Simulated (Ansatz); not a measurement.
# CsZnH3 (model cell, started as cubic perovskite with Zn in the octahedra): following an unstable mode, part 2 of 3

Which phase does CsZnH3 (model cell, started as cubic perovskite with Zn in the octahedra) fall into along its unstable mode, and how much energy does it gain?

Ansatz 0.2.0; DFT r2SCAN, scalar-relativistic, plane waves, PAW; PAW set soft_1.

So far, highest frequency on the path or at a solved wavevector (cm⁻¹): step 2 (phonons on a q mesh) 975. Also lowest frequency on the path (cm⁻¹): step 2 -1196.

The structure was built from a prototype and need not be the compound's stable phase.

### Step 4. The mode frozen in, largest atomic shift 0.45 Å

The atoms are moved along the unstable eigenvector, the largest shift by 0.45 Å, with the cell fixed.

input.yaml

```yaml
crystal:
  lattice:
    - [4.0907575584, 4.0907575584, 0.0]
    - [4.0907575584, 0.0, 4.0907575584]
    - [4.0907575584, 0.0, -4.0907575584]
  atoms:
    - { symbol: Cs, position: [0.0, 0.0, 0.0] }
    - { symbol: Cs, position: [0.0, 0.5, 0.5] }
    - { symbol: Zn, position: [0.5, 0.25, 0.75] }
    - { symbol: Zn, position: [0.5, 0.75, 0.25] }
    - { symbol: H, position: [0.5, 0.0275010187, -0.0275010187] }
    - { symbol: H, position: [0.5, 0.4724989813, 0.5275010187] }
    - { symbol: H, position: [-0.1100040747, 0.5550020373, 0.0550020373] }
    - { symbol: H, position: [0.1100040747, -0.0550020373, 0.4449979627] }
    - { symbol: H, position: [0.5, 0.0275010187, 0.5275010187] }
    - { symbol: H, position: [0.5, 0.4724989813, -0.0275010187] }
kpoints:
  mp_grid: { grid: [10, 10, 10] }
hamiltonian:
  xc: r2scan
  pseudopotentials: { kind: paw, azcp: { folder: soft_1 } }
scf:
  occupations: { method: methfessel_paxton, width: 0.2 }
output:
  forces: true
  stress: true
  eigenvalues: true
```

Started as:

```console
ansatz run input.yaml --threads 4 --pin off --max-ram 16384MiB --backend cpu --events-out ev --progress --plain --runs-dir out
```

Numbers of over 12 decimals in the logs are rounded to 6 here.

What it wrote:

```text
[...]
Crystal: 10 atoms, lattice volume = 136.912 Å³
Basis set: ecut = 500 eV, 3479 PW (Γ), exchange–correlation on 180×180×180 points (64 copies of the dense FFT grid, shifted against one another)
Bands: 34, of which v1, the nominal top of the filled ones, is band 24 counted from 1 (23 counted from 0)
Symmetry: 16 space group operations
[...]
k-points: 102 of 1000
[...]
k-point 0: bands = [... 20 lower, 2.5480, 2.5480, 3.3653, 5.6977, 7.1760, 10.4785, 10.9581, 10.9581, ... 2 higher]
  k-point 1: bands = [... 20 lower, 2.4442, 2.6359, 3.6632, 5.6695, 7.2432, 10.3198, 10.8347, 11.0262, ... 2 higher]
  k-point 2: bands = [... 20 lower, 2.5851, 2.8812, 4.1254, 5.5734, 7.4698, 9.6725, 10.9998, 11.2017, ... 2 higher]
  k-point 101: bands = [... 20 lower, 2.1927, 3.9949, 3.9949, 6.3010, 9.7676, 9.7676, 10.1749, 10.4286, ... 2 higher]
[key lines of the parts left out:]
SCF converged after 10 iterations
Free energy (F): -18119.699479 eV
Fermi energy:    6.781285 eV
P = ⅓ Tr σ = 3.2824 GPa (32.824 kbar)
```

The job ended after 22 s (4 threads of Arm Neoverse V1, shared host; peak memory 1.1 GiB).

Numbers from this step:

```
pressure                         : 3.282 GPa
gap on the k-mesh                : 0.7577 eV
energy from the undistorted cell : -62.65 meV/atom
```

The energy, extrapolated to zero smearing, is -62.65 meV/atom against the undistorted cell.

The run ends at a pressure of 3.28 GPa, with forces up to 0.23 eV/Å.

### Step 5. Energy along the mode, all amplitudes (two of the runs are shown above)

An imaginary frequency means negative curvature, so the energy should fall and then rise again as anharmonic terms take over.

This step gave:

* depth at the lowest point sampled: 62.65 meV/atom
* largest atomic shift at that point: 0.45 Å

The energy from the parent by largest atomic shift:

```csv
largest atomic shift (Å),energy from the parent (meV/atom)
0.000,0
0.040,-1.10
0.080,-4.29
0.140,-12.3
0.220,-26.9
0.320,-46.4
0.450,-62.7
0.600,-41.6
```

Displacement at unit largest shift by atom:

```csv
atom,x (Å),y (Å),z (Å),size
Cs1,0.00,0.00,0.00,0.00
Cs2,0.00,0.00,0.00,0.00
Zn3,0.00,0.00,0.00,0.00
Zn4,0.00,0.00,0.00,0.00
H5,0.00,0.00,0.50,0.50
H6,0.00,0.00,-0.50,0.50
H7,0.00,-1.00,0.00,1.00
H8,0.00,1.00,0.00,1.00
H9,0.50,0.00,0.00,0.50
H10,-0.50,0.00,0.00,0.50
```

The lowest of the steps tried is at 0.45 Å, 62.7 meV/atom below the parent; the bottom of the well need not coincide with a step.

### Step 6. Relaxation from the frozen mode

Starting from the lowest point found, all atoms and the cell are let go, so that strain and other modes of the same symmetry can join in.

Edit input.yaml of step 4 so:

```diff
@@ -27 +27,6 @@
   eigenvalues: true
+relax:
+  adjacent_minimum: "off"
+  f_tol: 0.002
+  max_steps: 120
+  cell: { stress_tol: 0.03 }
```

What it wrote:

```text
[...]
Crystal: 10 atoms, lattice volume = 136.912 Å³
Basis set: ecut = 500 eV, 3479 PW (Γ), exchange–correlation on 180×180×180 points (64 copies of the dense FFT grid, shifted against one another)
Bands: 34, of which v1, the nominal top of the filled ones, is band 24 counted from 1 (23 counted from 0)
Symmetry: 16 space group operations
[...]
k-points: 102 of 1000
[...]
SCF iter   1: F=—  HF=-18122.924716 eV  |F-HF|=—  |Δ(HF+E_count)|=         —  Δρ=1.07e-1  dr2=1.31e1  dr2_τ=4.54e-2  ethr=3.10e-3  ⟨swp⟩=8.7  Hψ=20376  notcnv=0
[...]
SCF iter  10: F=-18119.699479 eV  HF=-18119.699479 eV  |F-HF|=9.45e-9  |Δ(HF+E_count)|=   2.54e-9  S|Δr|=    0.00e0  Δρ=4.32e-6  dr2=1.73e-8  dr2_τ=1.54e-10  ethr=2.08e-10  ⟨swp⟩=12.5  Hψ=18309  notcnv=0
SCF 1 converged in 10 iterations: F = -18119.699479 eV  dr2 = 1.73e-8
[...]
relax step   1: F+E_penalty+E_count = -18119.69947873 eV  Δ(F+E_penalty+E_count) = +0.000e0 eV  max|allowed force component| = 2.344e-1 eV/Å  Δτ_max = 0.0000 Å  P = +3.282 GPa  Ω = 136.912 Å³  (10 SCF iters, dr2 threshold 1.00e-7 eV, accepted)
Crystal: 10 atoms, lattice volume = 152.734 Å³
Basis set: ecut = 500 eV, 3847 PW (Γ), exchange–correlation on 180×180×180 points (64 copies of the dense FFT grid, shifted against one another)
[...]
SCF iter   8: F=-18119.919537 eV  HF=-18119.919537 eV  |F-HF|=2.32e-8  |Δ(HF+E_count)|=   9.29e-8  S|Δr|=    0.00e0  Δρ=8.15e-6  dr2=1.22e-7  dr2_τ=2.10e-9  ethr=2.08e-9  ⟨swp⟩=10.2  Hψ=18165  notcnv=0
SCF 2 converged in 8 iterations: F = -18119.919537 eV  dr2 = 1.22e-7
[...]
relax step   2: F+E_penalty+E_count = -18119.91953745 eV  Δ(F+E_penalty+E_count) = -2.201e-1 eV  max|allowed force component| = 1.828e-1 eV/Å  Δτ_max = 0.0751 Å  P = +0.059 GPa  Ω = 152.734 Å³  energy of the carried Pulay correction = -3.216e-3 eV  (8 SCF iters, dr2 threshold 1.00e-6 eV, accepted)
Crystal: 10 atoms, lattice volume = 153.942 Å³
Basis set: ecut = 500 eV, 3887 PW (Γ), exchange–correlation on 180×180×180 points (64 copies of the dense FFT grid, shifted against one another)
[...]
SCF iter   6: F=-18119.934724 eV  HF=-18119.934724 eV  |F-HF|=3.83e-8  |Δ(HF+E_count)|=   1.69e-6  S|Δr|=    0.00e0  Δρ=1.13e-5  dr2=2.11e-7  dr2_τ=3.89e-9  ethr=2.08e-9  ⟨swp⟩=8.1  Hψ=17540  notcnv=0
SCF 3 converged in 6 iterations: F = -18119.934724 eV  dr2 = 2.11e-7
relax step   3: F+E_penalty+E_count = -18119.93472409 eV  Δ(F+E_penalty+E_count) = -1.519e-2 eV  max|allowed force component| = 8.930e-2 eV/Å  Δτ_max = 0.0501 Å  P = +0.510 GPa  Ω = 153.942 Å³  energy of the carried Pulay correction = -3.447e-3 eV  (6 SCF iters, dr2 threshold 1.00e-6 eV, accepted)
[...]
relax step   4: F+E_penalty+E_count = -18119.93831617 eV  Δ(F+E_penalty+E_count) = -3.592e-3 eV  max|allowed force component| = 1.537e-2 eV/Å  Δτ_max = 0.0040 Å  P = +0.114 GPa  Ω = 155.991 Å³  energy of the carried Pulay correction = -3.835e-3 eV  (6 SCF iters, dr2 threshold 1.00e-6 eV, accepted)
[...]
relax step   5: F+E_penalty+E_count = -18119.93851568 eV  Δ(F+E_penalty+E_count) = -1.995e-4 eV  max|allowed force component| = 4.899e-3 eV/Å  Δτ_max = 0.0043 Å  P = +0.001 GPa  Ω = 156.693 Å³  energy of the carried Pulay correction = -3.967e-3 eV  (6 SCF iters, dr2 threshold 9.63e-8 eV, accepted)
[...]
relax step   6: F+E_penalty+E_count = -18119.93853821 eV  Δ(F+E_penalty+E_count) = -2.253e-5 eV  max|allowed force component| = 7.307e-3 eV/Å  Δτ_max = 0.0008 Å  P = -0.012 GPa  Ω = 156.661 Å³  energy of the carried Pulay correction = -3.961e-3 eV  (6 SCF iters, dr2 threshold 3.09e-9 eV, accepted)
[...]
relax step   7: F+E_penalty+E_count = -18119.93856487 eV  Δ(F+E_penalty+E_count) = -2.666e-5 eV  max|allowed force component| = 1.705e-4 eV/Å  Δτ_max = 0.0021 Å  P = +0.000 GPa  Ω = 156.636 Å³  energy of the carried Pulay correction = -3.956e-3 eV  (6 SCF iters, dr2 threshold 3.34e-9 eV, accepted)
[...]
relax step   8: F+E_penalty+E_count = -18119.94512408 eV  Δ(F+E_penalty+E_count) = -6.559e-3 eV  max|allowed force component| = 1.048e-3 eV/Å  Δτ_max = 0.0000 Å  P = +0.039 GPa  Ω = 156.636 Å³  stress off target by 4.77e-2 GPa  SCF on the basis re-selected at this cell (its energy is not comparable with the rows above)  (8 SCF iters)
[...]
relax step   9: F+E_penalty+E_count = -18119.94511708 eV  Δ(F+E_penalty+E_count) = +7.002e-6 eV  max|allowed force component| = 6.678e-5 eV/Å  Δτ_max = 0.0019 Å  P = +0.002 GPa  Ω = 156.921 Å³  energy of the carried Pulay correction = -4.989e-5 eV  (7 SCF iters, dr2 threshold 5.69e-9 eV, accepted)
[...]
SCF iter   4: F=-18119.945165 eV  HF=-18119.945165 eV  |F-HF|=4.07e-10  |Δ(HF+E_count)|=   9.83e-9  S|Δr|=    0.00e0  Δρ=2.39e-7  dr2=1.83e-11  dr2_τ=2.06e-11  ethr=1.00e-12  ⟨swp⟩=5.9  Hψ=17709  notcnv=0
SCF 10 converged in 4 iterations: F = -18119.945165 eV  dr2 = 1.83e-11
relax step  10: F+E_penalty+E_count = -18119.94516544 eV  Δ(F+E_penalty+E_count) = -4.837e-5 eV  max|allowed force component| = 6.933e-5 eV/Å  Δτ_max = 0.0000 Å  P = +0.002 GPa  Ω = 156.921 Å³  stress off target by 4.34e-3 GPa  SCF on the basis re-selected at this cell (its energy is not comparable with the rows above)  (4 SCF iters)
[...]
SCF converged after 4 iterations
[...]
Free energy (F): -18119.945165 eV
[...]
Internal energy: -18119.945174 eV  (E = F + TS)
E sigma→0 (E₀):  -18119.945167 eV
Entropy (-TS):   0.000008 eV (0.001 meV/atom)
Fermi energy:    5.862359 eV
[...]
--- Forces (eV/Å), atoms counted from 1 ---
  atom   1  Cs    -0.00000000     0.00000000    -0.00000000
  atom   2  Cs    -0.00000000     0.00000000    -0.00000000
  atom   3  Zn     0.00000000     0.00000000     0.00000000
  atom   4  Zn     0.00000000     0.00000000     0.00000000
  atom   5  H      0.00000000    -0.00000000    -0.00006933
  atom   6  H      0.00000000    -0.00000000     0.00006933
  atom   7  H      0.00000000    -0.00006796     0.00000000
  atom   8  H      0.00000000     0.00006796     0.00000000
  atom   9  H     -0.00006933     0.00000000     0.00000000
  atom  10  H      0.00006933     0.00000000     0.00000000
  max |Σ_I F_I| component: 5.19e-18 eV/Å
--- Stress (GPa, compression-positive) ---
        0.000864       0.000000       0.000000
        0.000000       0.004343       0.000000
        0.000000       0.000000       0.000864
  P = ⅓ Tr σ = 0.0020 GPa (0.020 kbar)
--- Band table (eV; the first three rows and the last of 102) ---
  k-point 0: bands = [... 20 lower, 1.6388, 1.6864, 1.6864, 4.8704, 6.3945, 8.4621, 9.3038, 9.3038, ... 6 higher]
  k-point 1: bands = [... 20 lower, 1.3773, 1.7477, 2.1530, 4.8253, 6.4421, 8.4126, 9.1650, 9.3940, ... 6 higher]
  k-point 2: bands = [... 20 lower, 1.4676, 1.9189, 2.6049, 4.6953, 6.6034, 8.0396, 9.2744, 9.6354, ... 6 higher]
  k-point 101: bands = [... 20 lower, 1.1376, 2.5661, 2.5661, 5.3442, 8.4760, 8.5681, 8.5681, 8.8211, ... 6 higher]
--- Relaxed structure (8 steps of the walk, 8 accepted, 2 SCFs on fresh bases) ---
  F+E_penalty+E_count = -18119.94516544 eV   max|allowed force component| = 6.933e-5 eV/Å   (the final SCF, on the basis selected at the relaxed cell)
  cell:  # Å, volume = 156.9211 Å³
    - [4.221830, 4.401999, 0.0]
    - [4.221830, 0, 4.221830]
    - [4.221830, 0, -4.221830]
  atoms:
    - { symbol: Cs, position: [-3.816533016417061e-19, -1.4775813587864716e-19, 1.9148924335842536e-19] }
    - { symbol: Cs, position: [-3.81653301641706e-19, 0.5, 0.5] }
    - { symbol: Zn, position: [0.5, 0.25, 0.75] }
    - { symbol: Zn, position: [0.5, 0.75, 0.25] }
    - { symbol: H, position: [0.5, 0.039607, -0.039607] }
    - { symbol: H, position: [0.5, 0.460393, 0.539607] }
    - { symbol: H, position: [-0.141859, 0.570930, 0.070930] }
    - { symbol: H, position: [0.141859, -0.070930, 0.429070] }
    - { symbol: H, position: [0.5, 0.039607, 0.539607] }
    - { symbol: H, position: [0.5, 0.460393, -0.039607] }
```

Wall time 3.1 min (4 threads); peak memory 1.2 GiB.

Relaxation path:

```csv
step,energy less that of the first step (eV),largest force component (eV/Å),pressure (GPa),volume (Å³)
1,0.0000,0.2344,3.28,136.91
2,-0.2201,0.1828,0.06,152.73
3,-0.2352,0.0893,0.51,153.94
4,-0.2388,0.0154,0.11,155.99
5,-0.2390,0.0049,0.00,156.69
6,-0.2391,0.0073,-0.01,156.66
7,-0.2391,0.0002,0.00,156.64
8*,-0.2456,0.0010,0.04,156.64
9,-0.2456,0.0001,0.00,156.92
10*,-0.2457,0.0001,0.00,156.92
```

Relaxation steps marked * repeat the geometry before them on a plane-wave basis chosen anew for their cell, so energy and pressure can jump there.

The run keeps the 16 symmetry operations that it works with, so distortions that break them were not tested.

```csv
"conventional cell, symmetrised",before,after,change
a (Å),5.785,5.971,+3.2 %
b (Å),5.785,5.971,+3.2 %
c (Å),8.182,8.804,+7.6 %
volume (Å³/atom),13.69,15.69,+14.6 %
```

The atoms that moved most (Å, as changes of fractional coordinates times the final cell):

```csv
atom,dx,dy,dz,length
H7,0.000,-0.140,0.000,0.140
H8,0.000,0.140,0.000,0.140
H5,0.000,0.000,0.102,0.102
H9,0.102,0.000,0.000,0.102
H6,0.000,0.000,-0.102,0.102
H10,-0.102,0.000,0.000,0.102
```

This step gave:

```yaml
pressure: 0.002024 GPa
volume_per_atom: 15.69 Å³
gap_on_the_k_mesh: 1.047 eV
```

The distorted start has space group I4/mmm; the relaxation ends in I4/mmm.

### Step 7. The new phase in its own primitive cell

The relaxed structure is symmetrised, reduced to its primitive cell and relaxed tightly, as its phonons need.

input.yaml

```yaml
crystal:
  lattice:
    - [-2.9852846335, 2.9852846335, 4.4019992066]
    - [2.9852846335, -2.9852846335, 4.4019992066]
    - [2.9852846335, 2.9852846335, -4.4019992066]
  atoms:
    - { symbol: Cs, position: [0.75, 0.25, 0.5] }
    - { symbol: Cs, position: [0.25, 0.75, 0.5] }
    - { symbol: Zn, position: [0.0, 0.0, 0.0] }
    - { symbol: Zn, position: [0.5, 0.5, 0.0] }
    - { symbol: H, position: [0.7896070385, 0.2103929615, 0.0] }
    - { symbol: H, position: [0.2103929615, 0.7896070385, 0.0] }
    - { symbol: H, position: [0.6790702986, 0.6790702986, 0.0] }
    - { symbol: H, position: [0.3209297014, 0.3209297014, 0.0] }
    - { symbol: H, position: [0.2103929615, 0.2103929615, 0.4207859231] }
    - { symbol: H, position: [0.7896070385, 0.7896070385, 0.5792140769] }
kpoints:
  mp_grid: { grid: [6, 6, 6] }
hamiltonian:
  xc: r2scan
  pseudopotentials: { kind: paw, azcp: { folder: soft_1 } }
scf:
  occupations: { method: fixed }
output:
  forces: true
  stress: true
  eigenvalues: true
relax:
  adjacent_minimum: "off"
  f_tol: 0.001
  max_steps: 60
  cell: { stress_tol: 0.01 }
```

What it wrote:

```text
[...]
Crystal: 10 atoms, lattice volume = 156.921 Å³
Basis set: ecut = 500 eV, 3969 PW (Γ), exchange–correlation on 180×180×180 points (64 copies of the dense FFT grid, shifted against one another)
Bands: 34, of which v1, the nominal top of the filled ones, is band 24 counted from 1 (23 counted from 0)
Symmetry: 16 space group operations
[...]
k-points: 30 of 216
[...]
- { symbol: Zn, position: [0.0, 0.0, 0.0] }
    - { symbol: Zn, position: [0.500000, 0.500000, 0.0] }
    - { symbol: H, position: [0.789607, 0.210393, 0.0] }
    - { symbol: H, position: [0.210393, 0.789607, 0.0] }
    - { symbol: H, position: [0.679070, 0.679070, 0.0] }
    - { symbol: H, position: [0.320930, 0.320930, 0.0] }
    - { symbol: H, position: [0.210392961525, 0.210392961525, 0.420786] }
    - { symbol: H, position: [0.789607, 0.789607, 0.579214] }
[key lines of the parts left out:]
SCF converged after 6 iterations
Free energy (F): -18119.945146 eV
Fermi energy:    5.347708 eV
P = ⅓ Tr σ = 0.0023 GPa (0.023 kbar)
```

Run time: 16 s. Hardware: 4 threads; peak memory 0.95 GiB.

Little changed from the start: no atom moved by 0.005 Å and no cell edge by 0.1 %.

Numbers from this step:

```
pressure           : 0.002270 GPa
direct gap on mesh : 1.490 eV
```

The largest force component left is 0.080 meV/Å and the pressure is 0.002 GPa, within the tolerances set. The cell now holds 15.69 Å³/atom.

(Part 2 of 3 ends here.)

[Logs are printed without paths, hosts, clocks, repeated set-up lines and the standing remarks that a program may print on its own settings, such as how far it seeks lower states.]

[Hosts, paths, dates, database ids (printed as entryN), source tags and the programs' standing remarks are cut or masked in the printed files.]
